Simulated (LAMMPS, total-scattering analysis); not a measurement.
## How atoms changes the structure of 89SiO2-11BaO (mol %)

Each member is made by classical molecular dynamics (LAMMPS) with the Morse and Coulomb pair potential with partial charges (Pedone, Malavasi, Menziani, Cormack and Segre, J. Phys. Chem. B 110, 11780 (2006)), cooled at 200 K/ps (100 K/ps at least while the volume is held), and sampled at 300 K. Composition: Si 30.7, Ba 4.0, O 65.3 atom %.

The totals are in Faber–Ziman form. Below 4 Å⁻¹ the partials are summed on each cell's reciprocal vectors and folded with a narrow Gaussian, which lowers sharp peaks; above it they are tapered transforms of g(r). In small cells such peak positions are good to about 0.1 Å⁻¹. X-rays take neutral-atom form factors, neutrons coherent lengths (Si 4.15071, Ba 5.07, O 5.8037 fm). G(r) = 4πrρ₀[g(r) − 1] carries the resolution of a Lorch-windowed transform up to 25 Å⁻¹. The patterns are simulated, not measured. The cell is small: beyond half the box only the part of each shell inside it is counted, and low-Q values rest on few vectors. The potential has fixed partial charges and no three-body term, so angles and changes of cation coordination with composition are its weak points, and some glasses come out too dense.

```
atoms  state  density (g/cm³)  first clear X-ray maximum (Å⁻¹)  its height (X-ray)  first clear neutron maximum (Å⁻¹)  its height (neutron)  Si–O (Å)  O around Si  O–O (Å)  O on one former (%)  wall time
  100  rigid            2.819                             1.97                1.73                               1.86                  1.15      1.61         4.00     2.60                 13.6      9.8 s
  300  rigid            2.801                             1.91                1.86                               1.71                  1.15      1.61         4.01     2.60                 12.2       32 s
  900  rigid            2.803                             1.88                1.72                               1.80                  1.14      1.61         4.00     2.61                 12.5       89 s
 2400  rigid            2.799                             1.91                1.73                               1.75                  1.18      1.61         4.00     2.61                 12.6      240 s
```

The neutron S(Q):

```csv
Q (Å⁻¹),100,300,900,2400
0.8,0.32,0.26,0.34,0.26
1.1,0.49,0.42,0.42,0.43
1.4,0.50,0.70,0.67,0.73
1.7,1.01,1.15,1.10,1.16
2.0,1.02,0.93,0.95,0.92
2.3,0.50,0.55,0.54,0.48
2.6,0.77,0.65,0.71,0.68
2.9,1.11,1.15,1.20,1.20
3.2,0.89,0.91,0.85,0.87
3.5,0.74,0.83,0.81,0.79
3.8,0.86,0.85,0.80,0.83
4.1,0.85,0.80,0.81,0.82
4.4,0.86,0.94,0.90,0.90
4.7,1.12,1.09,1.12,1.10
5.0,1.51,1.43,1.45,1.46
5.3,1.57,1.58,1.57,1.58
5.6,1.23,1.25,1.24,1.22
5.9,0.86,0.91,0.90,0.90
6.2,0.74,0.76,0.77,0.77
6.5,0.74,0.72,0.72,0.72
6.8,0.74,0.71,0.71,0.70
7.1,0.78,0.77,0.76,0.76
7.4,0.95,0.95,0.95,0.95
7.7,1.14,1.15,1.16,1.16
8.0,1.19,1.21,1.20,1.20
```

Times are on 1 thread of Intel(R) Xeon(R) Platinum 8488C (Sapphire Rapids), on a shared host.

The transform reaches only 7.7 Å in the smallest cell and 16.0 Å in the largest, and the reciprocal vectors start at 0.55 and 0.19 Å⁻¹, so low-Q values of the small cells are sparse and noisy. Each member is one run, so shifts of a few hundredths of an Å, 0.1 to 0.2 in peak height or 1 % in density may be noise.

[Logs are printed without paths, hosts, clocks, repeated set-up lines and the standing remarks that a program may print on its own settings, such as how far it seeks lower states.]
